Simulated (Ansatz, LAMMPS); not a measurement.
# Site preference of a vacancy of Si in glassy 69SiO2-19Al2O3-6SrO-6Li2O (mol %) (106 atoms), part 2 of 4

At which site of glassy 69SiO2-19Al2O3-6SrO-6Li2O (mol %) (106 atoms) does a vacancy of Si cost least, and what about the site decides it?

Ansatz 0.2.0; Kohn-Sham DFT, PBE, PAW (set soft_2), plane waves.

The cell: 22 Si, 12 Al, 2 Sr, 4 Li and 66 O. The quench rate of 50 K/ps is orders of magnitude faster than experiment. The starting topology of bonds comes from the classical model. Sampling is at Γ alone, for a cell whose shortest periodic width is 11 Å.

So far. Step 2 (Single point at the start): The r.m.s. force at the start is 1.2 eV/Å. Step 3 (Relaxation): The relaxation converged after 14 steps, 7.68 eV below its start, with a largest force component of 0.020 eV/Å.

## Step 4: Single point at the relaxed geometry

The electronic structure is read at the final geometry, in a run of its own.

Contents of input.yaml:

```yaml
crystal:
  lattice:
    - [11.0396, 0.0, 0.0]
    - [0.0, 11.0396, 0.0]
    - [0.0, 0.0, 11.0396]
  atoms:
    - { symbol: Si, position: [0.79367, 0.13609, 0.4524] }
    - { symbol: Si, position: [0.04475, 0.68865, 0.3722] }
    - { symbol: Si, position: [0.45803, 0.21214, 0.63233] }
    - { symbol: Si, position: [0.46361, 0.14463, 0.16511] }
    - { symbol: Si, position: [0.90352, 0.39832, 0.62931] }
    - { symbol: Si, position: [0.70643, 0.87432, 0.37545] }
    [... 94 atom lines left out ...]
    - { symbol: O, position: [0.56375, 0.85672, 0.34667] }
    - { symbol: O, position: [0.08699, 0.1479, 0.97246] }
    - { symbol: O, position: [0.35576, 0.15988, 0.27003] }
    - { symbol: O, position: [0.44463, 0.20647, 0.03441] }
    - { symbol: O, position: [0.94708, 0.34556, 0.95558] }
    - { symbol: O, position: [0.58598, 0.23232, 0.70451] }
kpoints:
  mp_grid: { grid: [1, 1, 1] }
hamiltonian:
  xc: pbe
scf:
  occupations: { method: fermi_dirac, width: 0.05 }
output:
  forces: true
  stress: true
  populations: true
  dos:
    method: { smearing: { sigma: 0.1 } }
    de: 0.1
    projected: { site_lists: { Al: [Al], Li: [Li], O: [O], Si: [Si], Sr: [Sr] } }
  eigenvalues: true
  write_density: true
  write_potential: true
  volumetric_format: npy
```

Launch:

```
$ ansatz run input.yaml --threads 4 --pin off --max-ram 8192MiB --backend cpu --events-out ev --progress --plain --runs-dir out
```

Numbers of over 12 decimals in the logs are rounded to 6 here.

The program printed:

```text
[...]
Crystal: 106 atoms, lattice volume = 1345.427 Å³
Basis set: ecut = 420 eV, 26193 PW (Γ), exchange–correlation on 150×150×150 points (8 copies of the dense FFT grid, shifted against one another)
Bands: 382, of which v1, the nominal top of the filled ones, is band 276 counted from 1 (275 counted from 0)
Symmetry: 1 space group operations
[...]
k-points: 1
[...]
SCF iter   1: F=—  HF=-65919.894024 eV  |F-HF|=—  |Δ(HF+E_count)|=         —  Δρ=1.94e-3  dr2=6.48e-2  ethr=1.77e-3  ⟨swp⟩=7.0  Hψ=1965  notcnv=0  defer=47
[...]
SCF iter   9: F=-65919.905514 eV  HF=-65919.905514 eV  |F-HF|=1.72e-8  |Δ(HF+E_count)|=   2.74e-8  Δρ=1.34e-6  dr2=2.45e-8  ethr=1.81e-11  ⟨swp⟩=17.0  Hψ=3584  notcnv=0
SCF 1 converged in 9 iterations: F = -65919.905514 eV  dr2 = 2.45e-8
[...]
SCF converged after 9 iterations
Free energy (F): -65919.905514 eV
[...]
Internal energy: -65919.905514 eV  (E = F + TS)
E sigma→0 (E₀):  -65919.905514 eV
Fermi energy:    5.844455 eV
[...]
--- Forces (eV/Å), atoms counted from 1 ---
  atom   1  Si    -0.00600449    -0.00585719     0.00280966
  atom   2  Si     0.01327224    -0.00394639    -0.00088232
  atom   3  Si     0.00842385     0.00385142    -0.01740570
  atom   4  Si    -0.00539712    -0.00734771     0.01678181
  atom   5  Si     0.00346360     0.00329190     0.01111646
  atom   6  Si    -0.00121806    -0.00671130    -0.01094123
  atom   7  Si     0.00198932     0.01022027     0.00170001
  atom   8  Si    -0.00678032     0.00926979     0.00007951
  atom   9  Si     0.00557917    -0.01325234     0.01191989
  atom  10  Si     0.00406526     0.00310868     0.00031639
  atom  11  Si     0.00222609     0.00569331     0.00449858
  atom  12  Si     0.00968726     0.00042464     0.00074770
  atom  13  Si     0.00467335     0.00152622    -0.00641697
  atom  14  Si    -0.00473094     0.00023837    -0.00294943
[...]
atom 105  O     -0.01203997     0.00591824     0.00201147
  atom 106  O     -0.00679584    -0.00913732     0.00381062
  max |Σ_I F_I| component: 1.07e-4 eV/Å
--- Stress (GPa, compression-positive) ---
        0.820141      -1.703039       0.286834
       -1.703041      -0.593255       0.666314
        0.286839       0.666320      -1.445558
  P = ⅓ Tr σ = -0.4062 GPa (-4.062 kbar)
--- Band table (eV) ---
[...]
--- Löwdin populations: 106 sites ---
  site symbol       q [e]
     0     Si      2.2910
     1     Si      2.2763
     2     Si      2.3082
[...]
105      O      6.7825
  spilling = 0.011794 (of n_electrons = 552.000000)
```

It took 9.4 s on 4 threads of Intel Xeon 6975P-C (Granite Rapids), shared host; peak memory 1.9 GiB; 35 s of CPU time.

Read from the output:

* free energy: -65919.9055 eV
* free energy per atom: -621.8859 eV/atom
* SCF cycles: 9
* pressure: -0.4062 GPa
* r.m.s. force component: 0.00672 eV/Å
* longest force: 0.02782 eV/Å
* Fermi energy: 5.844 eV
* gap (highest filled to lowest empty level): 3.818 eV
* spilling of the projection: 0.01179

Löwdin charges by element (they lack the spilled electrons, 0.061 e an atom on average):

```
element  coordination  atoms  mean charge (e)  spread  least    most
     Al           all     12             1.33  0.0325   1.26    1.38
     Li           all      4            0.826  0.0137  0.804   0.843
      O           all     66           -0.827  0.0523  -1.01  -0.737
     Si           all     22             1.73  0.0327   1.65    1.79
     Sr           all      2             1.86  0.0203   1.84    1.88
```

States in the cell by windows of 1 eV, zero at the Fermi level; the larger projections on atomic orbitals stand beside the total:

```
from (eV)  to (eV)  total   O p  Si p
      -18      -17   11.1   0.1   0.0
      -17      -16    2.9   0.1   0.0
      -16      -12    0.0   0.0   0.0
      -12      -11    8.3   5.5   0.3
      -11      -10   13.2   8.9   0.8
      -10       -9   16.5  11.6   1.5
       -9       -8   29.0  21.8   3.9
       -8       -7   39.5  30.7   4.6
       -7       -6   42.0  34.1   3.5
       -6       -5   62.6  54.8   2.5
       -5       -4   72.9  67.5   1.7
       -4       -3   72.8  69.0   1.1
       -3       -2   37.2  35.6   0.3
       -2       -1    2.1   2.0   0.0
       -1        1    0.0   0.0   0.0
        1        2    1.7   0.0   0.0
        2        3    0.3   0.0   0.0
        3        4   11.7   1.3   1.2
        4        5   27.7   2.5   4.3
```

Between -26 and -18 eV lie 130 more states.

The levels nearest the highest filled one (over half full), pooled over k-points and spins:

```
level less the highest filled one (eV)  occupation
                                -0.472           2
                                -0.298           2
                                -0.290           2
                                -0.233           2
                                -0.195           2
                                     0           2
                                  3.82           0
                                  5.28           0
                                  5.48           0
                                  5.50           0
                                  5.59           0
                                  5.70           0
```

Electrostatic potential energy in the ab plane at fractional z = 0.379, with atoms of Si and Al and Sr and O within 0.2 Å of it. With pseudopotentials it is smooth inside the atoms' cores, unlike the true potential.

Ten even steps from '_' (-43 eV) to '@' (10 eV), each cell a mean:
```
@@@@@@@@@@@@@@%%%%%%@@@@@@@@@@%%##%%%%%%%%++==**%%@@@@@@@@@@@@
@@@@@@@@@@@@@@@@@@@@@@@@@@@@@@@@@@%%%%%%++::::==##%%@@@@@@@@@@
@@@@@@@@@@@@@@@@@@@@@@@@@@@@@@@@**--==**::______++%%@@@@@@@@@@
@@@@@@@@@@@@@@@@@@@@@@@@@@@@@@@@++::::++--____..**%%@@@@@@@@@@
@@@@@@@@@@@@@@@@@@@@@@@@@@@@@@@@%%####%%##++==**%%@@@@@@@@@@@@
**++**##@@@@@@@@@@@@@@@@@@@@@@@@@@@@@@@@@@%%%%%%@@@@@@@@@@@@%%
..____==%%@@@@@@@@@@@@@@@@@@@@@@@@@@@@@@@@@@@@@@@@@@@@@@@@%%**
______--####%%@@@@%%%%@@@@@@@@@@@@@@@@@@##**##@@@@@@@@@@@@%%++
--..::++==--++####****##%%@@@@@@@@@@@@##::__::##%%%%%%@@@@%%##
####%%%%##++******##****%%@@@@%%%%##%%##::..--********##%%++++
%%@@@@@@@@@@%%****####**##@@@@%%##**##%%%%####**####****##****
@@@@@@@@@@@@%%##******##%%@@@@@@%%##%%%%@@@@%%****##****%%@@@@
%%##**##%%%%@@%%%%%%%%%%@@@@@@@@%%@@@@@@@@@@%%##******##%%@@%%
++..__..++%%%%@@@@@@@@@@@@@@@@##**%%@@@@@@@@@@@@%%%%%%%%@@%%##
..______::##%%@@@@%%####%%@@@@##++##%%@@@@@@@@@@@@@@@@@@@@%%##
::______--##%%@@%%%%++==**%%@@%%##****##%%@@@@@@@@@@@@@@@@%%##
**==--==##%%@@@@@@%%##**##%%%%##****##**####++**%%@@@@@@@@@@%%
%%%%%%%%%%@@@@@@@@@@%%%%@@@@%%##++####****==..::**@@@@@@@@@@@@
@@@@@@@@@@@@@@@@@@@@@@@@@@@@@@%%********####====##%%@@@@@@@@@@
@@@@@@@@@@@@%%%%%%%%%%@@@@@@@@@@%%####%%@@@@%%######%%**----##
@@@@@@@@@@%%##******##%%@@@@@@@@@@@@@@@@@@@@%%##++++##--____==
@@@@@@@@@@%%**####****%%@@@@@@%%%%%%@@@@@@%%########%%**--==##
@@@@@@@@@@%%****##****%%@@@@%%##**##%%@@%%--..==%%%%@@@@@@@@@@
@@@@@@@@@@%%##******##%%@@@@%%**++**%%@@##..__::%%@@@@@@@@@@@@
```
Columns run along a (11.0 Å; values clipped at the 3rd and 97th percentile), rows up along b (11.0 Å). Atoms in or near the plane, at fractional coordinates: Si at (0.04, 0.69), Si at (0.71, 0.87), Al at (0.81, 0.53), Al at (0.58, 0.27), Al at (0.30, 0.57), Al at (0.26, 0.08), Sr at (0.07, 0.38), O at (0.71, 0.02), O at (0.93, 0.14), O at (0.68, 0.62).

Valence density in the ab plane at fractional z = 0.379, with atoms of Si and Al and Sr and O within 0.2 Å of it. It is the smooth field of the valence electrons, not physical close to the nuclei.

Ten steps, logarithmic in the rise over the least value, from '0' (0.0 e/Å³) to '9' (6.3 e/Å³), each cell a mean:
```
0001121122332112322357764200000
0000000112221112455444443100000
0000000011111124687642223210000
1111000011110124798652233210112
3322100000100013566532222111233
4433210000000111232222111001244
4333332110012221111233321001234
3235665421123432112467642101234
5346787532234442123699863212355
5434676531123332123689863224577
5322344311122221123456542124576
3211122222332112222223321113444
3444211223332234543111111122222
5777521122322246764210011111113
7778631111342246764211111100014
6777631001674234543223332100014
4666420000342122221246775210002
1232211000011122211257996311111
2112232211111122221246776333443
3112343322222122221223454347886
4212343322222111111112333358997
3111232111221100001135554346886
2111232111222102421358985323443
0012222222332114642369985211111
```
Columns run along a (11.0 Å), rows up along b (11.0 Å). Atoms in or near the plane, at fractional coordinates: Si at (0.04, 0.69), Si at (0.71, 0.87), Al at (0.81, 0.53), Al at (0.58, 0.27), Al at (0.30, 0.57), Al at (0.26, 0.08), Sr at (0.07, 0.38), O at (0.71, 0.02), O at (0.93, 0.14), O at (0.68, 0.62).

Filled and empty levels are parted by 3.82 eV (at Γ alone); a semilocal functional tends to put such gaps too low. In a disordered cell it changes from sample to sample, and tail or defect levels can set it. Mean Löwdin charges: Al +1.33, Li +0.83, O -0.83, Si +1.73, Sr +1.86 e (they miss 1.2 % of the electrons, so they add up to more than the cell's charge).

(Part 2 of 4 ends here.)

[Logs are printed without paths, hosts, clocks, repeated set-up lines and the standing remarks that a program may print on its own settings, such as how far it seeks lower states.]

[Hosts, paths, dates, database ids (printed as entryN), source tags and the programs' standing remarks are cut or masked in the printed files.]
